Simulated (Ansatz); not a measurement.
# A hypothetical structure for NaLi2Ta

This structure for NaLi2Ta is made up. Its elements were placed in a known structure type with a cell scaled to their sizes. What cell does the guess relax to, and how far off was it?

Main program and level: Ansatz 0.2.0; DFT, PBE, plane-wave PAW, files of the set soft_1, scalar-relativistic, no spin, cell and ions relaxed at zero pressure; PAW set soft_1, in the first sound run; inputs show where later runs differ.

## Step 1: Set-up

The structure is hexagonal, space group P6_3/mmc (No. 194). Conventional cell: a = 4.726 Å, b = 4.726 Å, c = 8.545 Å, α = 90.00°, β = 90.00°, γ = 120.00°. Ta has 3 Na at 2.73 Å and 8 Li at 2.88 to 3.07 Å nearest. Nearest to Na lie 3 Ta at 2.73 Å and 6 Li at 3.07 Å. Li has 4 Li at 2.79 to 3.10 Å and 4 Ta at 2.88 to 3.07 Å and 3 Na at 3.07 Å nearest. Farther neighbours are not listed.

## Step 2: Relaxation of the guess

The guess takes its coordinates from another compound and its volume from a rule, so the cell and any free coordinates are relaxed together.

File input.yaml:

```yaml
crystal:
  lattice:
    - [4.726, 0.0, 0.0]
    - [-2.363, 4.092836058, 0.0]
    - [0.0, 0.0, 8.545]
  atoms:
    - { symbol: Ta, position: [0.666666667, 0.333333333, 0.75] }
    - { symbol: Ta, position: [0.333333333, 0.666666667, 0.25] }
    - { symbol: Na, position: [0.0, 0.0, 0.75] }
    - { symbol: Na, position: [0.0, 0.0, 0.25] }
    - { symbol: Li, position: [0.666666667, 0.333333333, 0.4134] }
    - { symbol: Li, position: [0.333333333, 0.666666667, 0.9134] }
    - { symbol: Li, position: [0.666666667, 0.333333333, 0.0866] }
    - { symbol: Li, position: [0.333333333, 0.666666667, 0.5866] }
kpoints:
  mp_grid: { grid: [7, 7, 3] }
scf:
  occupations: { method: fermi_dirac, width: 0.05 }
hamiltonian:
  xc: pbe
  pseudopotentials: { kind: paw, azcp: { folder: soft_1 } }
relax:
  f_tol: 0.015
  max_steps: 70
  cell: {}
output:
  forces: true
  stress: true
```

Command:

```bash
$ ansatz run input.yaml --threads 4 --pin off --max-ram 10240MiB --backend cpu --events-out ev --progress --plain --runs-dir out
```

Numbers of over 12 decimals in the logs are rounded to 6 here.

The log of the run:

```text
Engine: ansatz 0.2.0, aarch64-unknown-linux-gnu
Pseudopotentials: kind: paw
Pseudopotential: Ta, paw, valence charge 13, recommended cutoff 420 eV (normal), soft_1/Ta.paw.azcp
Pseudopotential: Na, paw, valence charge 9, recommended cutoff 420 eV (normal), soft_1/Na.paw.azcp
Pseudopotential: Li, paw, valence charge 3, recommended cutoff 420 eV (normal), soft_1/Li.paw.azcp
Functional definition: PBE
  parameter kappa = 0.804
  parameter beta = 0.066725
  exchange = pbe_x(kappa = kappa, mu = beta*pi^2/3)
  correlation = pbe_c(beta = beta)
Crystal: 8 atoms, lattice volume = 165.284 Å³
Basis set: ecut = 420 eV, 3251 PW (Γ), exchange–correlation on 64×64×120 points (8 copies of the dense FFT grid, shifted against one another)
Bands: 36, of which v1, the nominal top of the filled ones, is band 28 counted from 1 (27 counted from 0)
Symmetry: 24 space group operations
Space group: P63/mmc (ITA 194), of the structure as read, at distance tolerance 5.5e-5 Å
k-points: 16 of 147
Non-local potential: Ta, projectors of the file, l = 0: 3, l = 1: 2, l = 2: 2, l = 3: 1
Non-local potential: Na, projectors of the file, l = 0: 3, l = 1: 2, l = 2: 1
Non-local potential: Li, projectors of the file, l = 0: 3, l = 1: 2, l = 2: 1
PAW form: soft (Blöchl's): semilocal exchange-correlation on the pseudo side does not see the compensation charge
PAW one-centre angular grid: Ta, 590 points (default); XC on 64 Gauss nodes
PAW one-centre angular grid: Na, 110 points (default); XC on 64 Gauss nodes
PAW one-centre angular grid: Li, 110 points (default); XC on 96 Gauss nodes
Initial density: superposition of atomic densities (chi_scale 0.1, normalization cell, long waves kept (reshape's long-wave potential 0.00 eV rms))
Initial wavefunctions: pseudopotential atomic-orbital guess
Functional: x = pbe(κ = 0.804, μ = 0.219515), c = pbe(β = 0.066725)
SCF iter   1: F=—  HF=-23648.611924 eV  |F-HF|=—  |Δ(HF+E_count)|=         —  Δρ=4.26e-2  dr2=7.50e0  ethr=3.10e-3  ⟨swp⟩=6.8  Hψ=2195  notcnv=0
preconditioner: auto → Kerker (q_TF=auto, 2.278 Å⁻¹)  [metal: Δε(μ)=0.060 eV  Ē_g=2.536 eV  σ=0.050 eV  W_gap=0.27  n_scr=36 (ndim 8)  ℏωp=11.6 eV  f_vac=0.000  D(μ)=8.88/eV (n_scr^D=86)]
SCF iter   2: F=—  HF=-23647.232118 eV  |F-HF|=—  |Δ(HF+E_count)|=    1.38e0  Δρ=2.01e-2  dr2=1.75e0  ethr=3.10e-3  ⟨swp⟩=2.0  Hψ=953  notcnv=0
SCF iter   3: F=—  HF=-23646.873592 eV  |F-HF|=—  |Δ(HF+E_count)|=   3.59e-1  Δρ=3.47e-3  dr2=4.79e-2  ethr=3.10e-3  ⟨swp⟩=2.0  Hψ=825  notcnv=0
SCF iter   4: F=—  HF=-23646.861210 eV  |F-HF|=—  |Δ(HF+E_count)|=   1.24e-2  Δρ=1.68e-3  dr2=1.02e-2  ethr=8.55e-5  ⟨swp⟩=2.6  Hψ=1009  notcnv=0
SCF iter   5: F=—  HF=-23646.857781 eV  |F-HF|=—  |Δ(HF+E_count)|=   3.43e-3  Δρ=5.86e-4  dr2=8.62e-4  ethr=1.82e-5  ⟨swp⟩=2.1  Hψ=849  notcnv=0
SCF iter   6: F=—  HF=-23646.857642 eV  |F-HF|=—  |Δ(HF+E_count)|=   1.40e-4  Δρ=2.51e-4  dr2=2.84e-4  ethr=1.54e-6  ⟨swp⟩=2.0  Hψ=998  notcnv=0
SCF iter   7: F=—  HF=-23646.857602 eV  |F-HF|=—  |Δ(HF+E_count)|=   3.98e-5  Δρ=7.32e-5  dr2=9.26e-6  ethr=5.07e-7  ⟨swp⟩=2.0  Hψ=710  notcnv=0
SCF iter   8: F=—  HF=-23646.857607 eV  |F-HF|=—  |Δ(HF+E_count)|=   5.18e-6  Δρ=2.88e-5  dr2=2.53e-6  ethr=1.65e-8  ⟨swp⟩=2.8  Hψ=1060  notcnv=0
SCF iter   9: F=-23646.857607 eV  HF=-23646.857607 eV  |F-HF|=1.15e-8  |Δ(HF+E_count)|=   2.23e-7  Δρ=5.56e-6  dr2=7.56e-8  ethr=1.79e-10  ⟨swp⟩=3.2  Hψ=2272  notcnv=0
SCF 1 converged in 9 iterations: F = -23646.857607 eV  dr2 = 7.56e-8
  greatest PAW one-centre occupation: 1.000 electrons in one spin orbital (limit 2), on the Li atom at site 7 (counted from 0), in its partial waves of l = 0
relax step   1: F+E_penalty+E_count = -23646.85760672 eV  Δ(F+E_penalty+E_count) = +0.000e0 eV  max|allowed force component| = 5.564e-3 eV/Å  Δτ_max = 0.0000 Å  P = +3.381 GPa  Ω = 165.284 Å³  (9 SCF iters, dr2 threshold 1.00e-7 eV, accepted)
Crystal: 8 atoms, lattice volume = 176.137 Å³
Basis set: ecut = 420 eV, 3417 PW (Γ), exchange–correlation on 64×64×120 points (8 copies of the dense FFT grid, shifted against one another)
Initial density: handed on by an earlier stage of this run
Initial wavefunctions: those handed on with the density
iter 1 solved again at ethr=1.07e-4 eV; its pass at ethr=3.10e-3 eV (dr2=5.97e-2 eV) is discarded
SCF iter   1: F=—  HF=-23647.373112 eV  |F-HF|=—  |Δ(HF+E_count)|=         —  Δρ=4.73e-3  dr2=6.20e-2  ethr=1.07e-4  ⟨swp⟩=1.0  Hψ=2891  notcnv=0
preconditioner: auto → Kerker (q_TF=auto, 2.254 Å⁻¹)  [metal: Δε(μ)=0.040 eV  Ē_g=2.114 eV  σ=0.050 eV  W_gap=0.20  n_scr=34 (ndim 8)  ℏωp=11.2 eV  f_vac=0.000  D(μ)=10.78/eV (n_scr^D=110)]
SCF iter   2: F=—  HF=-23647.360864 eV  |F-HF|=—  |Δ(HF+E_count)|=   1.22e-2  Δρ=2.13e-3  dr2=1.67e-2  ethr=1.07e-4  ⟨swp⟩=1.0  Hψ=576  notcnv=0
SCF iter   3: F=—  HF=-23647.356996 eV  |F-HF|=—  |Δ(HF+E_count)|=   3.87e-3  Δρ=6.58e-4  dr2=1.88e-3  ethr=2.99e-5  ⟨swp⟩=1.8  Hψ=604  notcnv=0
SCF iter   4: F=—  HF=-23647.356544 eV  |F-HF|=—  |Δ(HF+E_count)|=   4.52e-4  Δρ=1.25e-4  dr2=2.94e-5  ethr=3.36e-6  ⟨swp⟩=2.0  Hψ=710  notcnv=0
SCF iter   5: F=—  HF=-23647.356461 eV  |F-HF|=—  |Δ(HF+E_count)|=   8.36e-5  Δρ=5.27e-5  dr2=5.87e-6  ethr=5.25e-8  ⟨swp⟩=2.0  Hψ=923  notcnv=0
SCF iter   6: F=—  HF=-23647.356460 eV  |F-HF|=—  |Δ(HF+E_count)|=   5.24e-7  Δρ=1.69e-5  dr2=9.05e-7  ethr=1.05e-8  ⟨swp⟩=2.1  Hψ=946  notcnv=0
SCF iter   7: F=-23647.356460 eV  HF=-23647.356460 eV  |F-HF|=6.27e-9  |Δ(HF+E_count)|=  6.84e-10  Δρ=6.66e-6  dr2=1.47e-7  ethr=1.43e-9  ⟨swp⟩=4.0  Hψ=1685  notcnv=0
SCF 2 converged in 7 iterations: F = -23647.356460 eV  dr2 = 1.47e-7
relax step   2: F+E_penalty+E_count = -23647.35646031 eV  Δ(F+E_penalty+E_count) = -4.989e-1 eV  max|allowed force component| = 1.107e-1 eV/Å  Δτ_max = 0.0098 Å  P = +0.667 GPa  Ω = 176.137 Å³  energy of the carried Pulay correction = -5.151e-4 eV  (7 SCF iters, dr2 threshold 8.00e-7 eV, accepted)
Crystal: 8 atoms, lattice volume = 176.172 Å³
Basis set: ecut = 420 eV, 3477 PW (Γ), exchange–correlation on 64×64×120 points (8 copies of the dense FFT grid, shifted against one another)
iter 1 solved again at ethr=8.32e-5 eV; its pass at ethr=3.10e-3 eV (dr2=4.66e-2 eV) is discarded
SCF iter   1: F=—  HF=-23647.466807 eV  |F-HF|=—  |Δ(HF+E_count)|=         —  Δρ=3.75e-3  dr2=4.58e-2  ethr=8.32e-5  ⟨swp⟩=1.0  Hψ=2807  notcnv=0
preconditioner: auto → Kerker (q_TF=auto, 2.254 Å⁻¹)  [metal: Δε(μ)=0.036 eV  Ē_g=2.138 eV  σ=0.050 eV  W_gap=0.18  n_scr=34 (ndim 8)  ℏωp=11.2 eV  f_vac=0.000  D(μ)=10.22/eV (n_scr^D=98)]
SCF iter   2: F=—  HF=-23647.462412 eV  |F-HF|=—  |Δ(HF+E_count)|=   4.40e-3  Δρ=2.14e-3  dr2=1.35e-2  ethr=8.18e-5  ⟨swp⟩=1.5  Hψ=584  notcnv=0
SCF iter   3: F=—  HF=-23647.461399 eV  |F-HF|=—  |Δ(HF+E_count)|=   1.01e-3  Δρ=3.67e-4  dr2=3.49e-4  ethr=2.41e-5  ⟨swp⟩=2.0  Hψ=700  notcnv=0
SCF iter   4: F=—  HF=-23647.461275 eV  |F-HF|=—  |Δ(HF+E_count)|=   1.23e-4  Δρ=1.69e-4  dr2=6.59e-5  ethr=6.23e-7  ⟨swp⟩=2.0  Hψ=963  notcnv=0
SCF iter   5: F=—  HF=-23647.461257 eV  |F-HF|=—  |Δ(HF+E_count)|=   1.83e-5  Δρ=5.72e-5  dr2=1.33e-5  ethr=1.18e-7  ⟨swp⟩=2.0  Hψ=918  notcnv=0
SCF iter   6: F=—  HF=-23647.461255 eV  |F-HF|=—  |Δ(HF+E_count)|=   2.31e-6  Δρ=2.27e-5  dr2=1.76e-6  ethr=2.38e-8  ⟨swp⟩=2.0  Hψ=709  notcnv=0
SCF iter   7: F=-23647.461254 eV  HF=-23647.461254 eV  |F-HF|=2.66e-8  |Δ(HF+E_count)|=   1.45e-7  Δρ=6.51e-6  dr2=8.40e-8  ethr=1.43e-9  ⟨swp⟩=4.7  Hψ=1766  notcnv=0
SCF 3 converged in 7 iterations: F = -23647.461254 eV  dr2 = 8.40e-8
relax step   3: F+E_penalty+E_count = -23647.46125447 eV  Δ(F+E_penalty+E_count) = -1.048e-1 eV  max|allowed force component| = 2.685e-1 eV/Å  Δτ_max = 0.1014 Å  P = +0.084 GPa  Ω = 176.172 Å³  energy of the carried Pulay correction = -5.014e-4 eV  (7 SCF iters, dr2 threshold 8.00e-7 eV, accepted)
[...]
relax step   4: F+E_penalty+E_count = -23647.46191442 eV  Δ(F+E_penalty+E_count) = -6.600e-4 eV  max|allowed force component| = 2.119e-1 eV/Å  Δτ_max = 0.0812 Å  P = +0.416 GPa  Ω = 173.604 Å³  energy of the carried Pulay correction = -3.754e-4 eV  (6 SCF iters, dr2 threshold 8.00e-7 eV, accepted)
[...]
relax step   5: F+E_penalty+E_count = -23647.48555272 eV  Δ(F+E_penalty+E_count) = -2.364e-2 eV  max|allowed force component| = 3.904e-3 eV/Å  Δτ_max = 0.0313 Å  P = +0.094 GPa  Ω = 176.317 Å³  energy of the carried Pulay correction = -5.087e-4 eV  (6 SCF iters, dr2 threshold 8.00e-7 eV, accepted)
[...]
relax step   6: F+E_penalty+E_count = -23647.48588211 eV  Δ(F+E_penalty+E_count) = -3.294e-4 eV  max|allowed force component| = 4.526e-3 eV/Å  Δτ_max = 0.0009 Å  P = +0.040 GPa  Ω = 176.587 Å³  energy of the carried Pulay correction = -5.209e-4 eV  (6 SCF iters, dr2 threshold 6.54e-8 eV, accepted)
[...]
relax step   7: F+E_penalty+E_count = -23647.48698130 eV  Δ(F+E_penalty+E_count) = -1.099e-3 eV  max|allowed force component| = 4.537e-3 eV/Å  Δτ_max = 0.0000 Å  P = +0.048 GPa  Ω = 176.587 Å³  stress off target by 6.08e-2 GPa  SCF on the basis re-selected at this cell (its energy is not comparable with the rows above)  (8 SCF iters)
[...]
relax step   8: F+E_penalty+E_count = -23647.48703038 eV  Δ(F+E_penalty+E_count) = -4.908e-5 eV  max|allowed force component| = 2.009e-4 eV/Å  Δτ_max = 0.0009 Å  P = +0.001 GPa  Ω = 176.937 Å³  energy of the carried Pulay correction = -1.554e-5 eV  (6 SCF iters, dr2 threshold 9.26e-9 eV, accepted)
iter 1 solved again at ethr=8.01e-8 eV; its pass at ethr=3.10e-3 eV (dr2=4.49e-5 eV) is discarded
SCF iter   1: F=—  HF=-23647.487044 eV  |F-HF|=—  |Δ(HF+E_count)|=         —  Δρ=3.85e-5  dr2=5.69e-8  ethr=8.01e-8  ⟨swp⟩=3.8  Hψ=3657  notcnv=0
preconditioner: auto → Kerker (q_TF=auto, 2.252 Å⁻¹)  [metal: Δε(μ)=0.013 eV  Ē_g=2.115 eV  σ=0.050 eV  W_gap=0.07  n_scr=34 (ndim 8)  ℏωp=11.2 eV  f_vac=0.000  D(μ)=10.47/eV (n_scr^D=110)]
SCF iter   2: F=—  HF=-23647.487035 eV  |F-HF|=—  |Δ(HF+E_count)|=   8.74e-6  Δρ=1.95e-5  dr2=1.46e-8  ethr=1.02e-10  ⟨swp⟩=2.8  Hψ=1094  notcnv=0
SCF iter   3: F=—  HF=-23647.487042 eV  |F-HF|=—  |Δ(HF+E_count)|=   6.96e-6  Δρ=1.70e-6  dr2=8.29e-10  ethr=2.61e-11  ⟨swp⟩=2.0  Hψ=799  notcnv=0
SCF iter   4: F=—  HF=-23647.487042 eV  |F-HF|=—  |Δ(HF+E_count)|=   3.72e-8  Δρ=3.00e-7  dr2=1.18e-10  ethr=1.48e-12  ⟨swp⟩=2.0  Hψ=864  notcnv=0
iter 5 did not close the SCF: its close was put off for the readings that it lacked (scf_convergence_deferred on its scf_iter line)
SCF iter   5: F=-23647.487042 eV  HF=-23647.487042 eV  |F-HF|=7.28e-12  |Δ(HF+E_count)|=  4.00e-11  Δρ=6.50e-8  dr2=1.90e-11  ethr=1.00e-12  ⟨swp⟩=1.0  Hψ=576  notcnv=0
SCF iter   6: F=-23647.487042 eV  HF=-23647.487042 eV  |F-HF|=3.64e-12  |Δ(HF+E_count)|=    0.00e0  Δρ=5.46e-8  dr2=4.66e-12  ethr=1.00e-12  ⟨swp⟩=2.9  Hψ=1679  notcnv=0
SCF 9 converged in 6 iterations: F = -23647.487042 eV  dr2 = 4.66e-12
relax step   9: F+E_penalty+E_count = -23647.48704236 eV  Δ(F+E_penalty+E_count) = -1.198e-5 eV  max|allowed force component| = 2.025e-4 eV/Å  Δτ_max = 0.0000 Å  P = +0.001 GPa  Ω = 176.937 Å³  stress off target by 1.91e-3 GPa  SCF on the basis re-selected at this cell (its energy is not comparable with the rows above)  (6 SCF iters)
basis re-selected at this cell: Δ(F+E_penalty+E_count) = -1.198e-5 eV, ΔP = -0.000 GPa vs the last step (what re-selecting the basis moved, of the pressure what is left beyond the Pulay correction that the steps carried, after the strain that the cell walked since its last selection, with what the two solves' SCF thresholds leave and, on support functions, any second-order correction that the steps lacked; it is no m [...]
SCF converged after 6 iterations
Free energy (F): -23647.487042 eV
Harris-Foulkes:  -23647.487042 eV  (|F-HF|=3.64e-12)
Internal energy: -23647.402629 eV  (E = F + TS)
E sigma→0 (E₀):  -23647.444836 eV
Entropy (-TS):   -0.084413 eV (-10.552 meV/atom)
Fermi energy:    4.615901 eV
--- Per-component energies (eV) ---
  E_band       = -1306.166520
  E_kinetic    = 1072.734005
  E_local      = -5732.731108  (includes V_loc(G=0)·N_el)
  E_nonlocal   = 456.976401
  E_hartree    = 1981.657058
  E_xc         = -741.426879
  E_vxc        = -594.170469  (∫ρ·V_xc dr)
  E_paw        = -17291.602794  (= ΣΔE_a)
  E_vpaw       = -472.290710  (= ΣTr[D̂ρ^β])
  E_aug_tail   = 0.001239  (compensation charges beyond the density's cutoff)
  E_ewald      = -3393.010551
  E_smearing   = -0.084413  (= −TS)
  E_closure    = -0.000000  (closes the sum)
  Σ components = -23647.487042   (vs F -23647.487042, Δ=0.00e0)
--- Forces (eV/Å), atoms counted from 1 ---
  atom   1  Ta    -0.00000000     0.00000000     0.00000000
  atom   2  Ta     0.00000000    -0.00000000    -0.00000000
  atom   3  Na     0.00000000    -0.00000000    -0.00000000
  atom   4  Na     0.00000000     0.00000000     0.00000000
  atom   5  Li     0.00000000     0.00000000     0.00020249
  atom   6  Li    -0.00000000    -0.00000000     0.00020249
  atom   7  Li    -0.00000000     0.00000000    -0.00020249
  atom   8  Li     0.00000000    -0.00000000    -0.00020249
  max |Σ_I F_I| component: 3.47e-18 eV/Å
--- Stress (GPa, compression-positive) ---
        0.001913      -0.000000      -0.000000
       -0.000000       0.001913       0.000000
       -0.000000       0.000000      -0.000540
  P = ⅓ Tr σ = 0.0011 GPa (0.011 kbar)
--- Relaxed structure (7 steps of the walk, 7 accepted, 2 SCFs on fresh bases) ---
  F+E_penalty+E_count = -23647.48704236 eV   max|allowed force component| = 2.025e-4 eV/Å   (the final SCF, on the basis selected at the relaxed cell)
  cell:  # Å, volume = 176.9366 Å³
    - [5.096189, 0, 0]
    - [-2.548095, 4.413430, 0]
    - [0, 0, 7.866762]
  atoms:
    - { symbol: Ta, position: [0.666667, 0.333333, 0.75] }
    - { symbol: Ta, position: [0.333333, 0.666667, 0.250000] }
    - { symbol: Na, position: [0, 0, 0.75] }
    - { symbol: Na, position: [0, 0, 0.250000] }
    - { symbol: Li, position: [0.666667, 0.333333, 0.406228] }
    - { symbol: Li, position: [0.333333, 0.666667, 0.906228] }
    - { symbol: Li, position: [0.666667, 0.333333, 0.093772] }
    - { symbol: Li, position: [0.333333, 0.666667, 0.593772] }
```

The job ended after 13 s (4 threads of Arm Neoverse V1, shared host; peak memory 0.55 GiB).

Relaxation path:

```csv
step,energy less that of the first step (eV),largest force component (eV/Å),pressure (GPa),volume (Å³)
1,0.0000,0.0056,3.38,165.28
2,-0.4989,0.1107,0.67,176.14
3,-0.6036,0.2685,0.08,176.17
4,-0.6043,0.2119,0.42,173.60
5,-0.6279,0.0039,0.09,176.32
6,-0.6283,0.0045,0.04,176.59
7*,-0.6294,0.0045,0.05,176.59
8,-0.6294,0.0002,0.00,176.94
9*,-0.6294,0.0002,0.00,176.94
```

Relaxation steps marked * repeat the geometry before them on a plane-wave basis chosen anew for their cell, so energy and pressure can jump there.

Forces are held to the 24 operations that the run works with; a distortion that breaks them can't arise in this run.

```csv
"conventional cell, symmetrised",before,after,change
a (Å),4.726,5.096,+7.8 %
b (Å),4.726,5.096,+7.8 %
c (Å),8.545,7.867,-7.9 %
volume (Å³/atom),20.66,22.12,+7.1 %
```

The atoms that moved most (Å, as changes of fractional coordinates times the final cell):

```csv
atom,dx,dy,dz,length
Li5,0.000,0.000,-0.056,0.056
Li7,0.000,0.000,0.056,0.056
Li8,0.000,0.000,0.056,0.056
Li6,0.000,0.000,-0.056,0.056
```

Numbers from this step:

* free energy: -23647.4870 eV
* energy at zero smearing: -23647.4448 eV
* smearing term TS: 0.08441 eV
* Fermi energy: 4.616 eV
* electrons: 56
* symmetry operations: 24
* pressure: 0.001096 GPa

The shortest distance of each pair, which need not be the same contact before and after:

```csv
pair,guess (Å),relaxed (Å)
Li–Li,2.793,2.458
Li–Ta,2.876,2.704
Na–Ta,2.729,2.942
Li–Na,3.065,3.189
Na–Na,4.272,3.933
```

The relaxation ends with a largest force component of 2.0e-4 eV/Å and a pressure of 0.00 GPa.

(Continued in part 2 of 2.)

[Logs are printed without paths, hosts, clocks, repeated set-up lines and the standing remarks that a program may print on its own settings, such as how far it seeks lower states.]

[Hosts, paths, dates, database ids (printed as entryN), source tags and the programs' standing remarks are cut or masked in the printed files.]
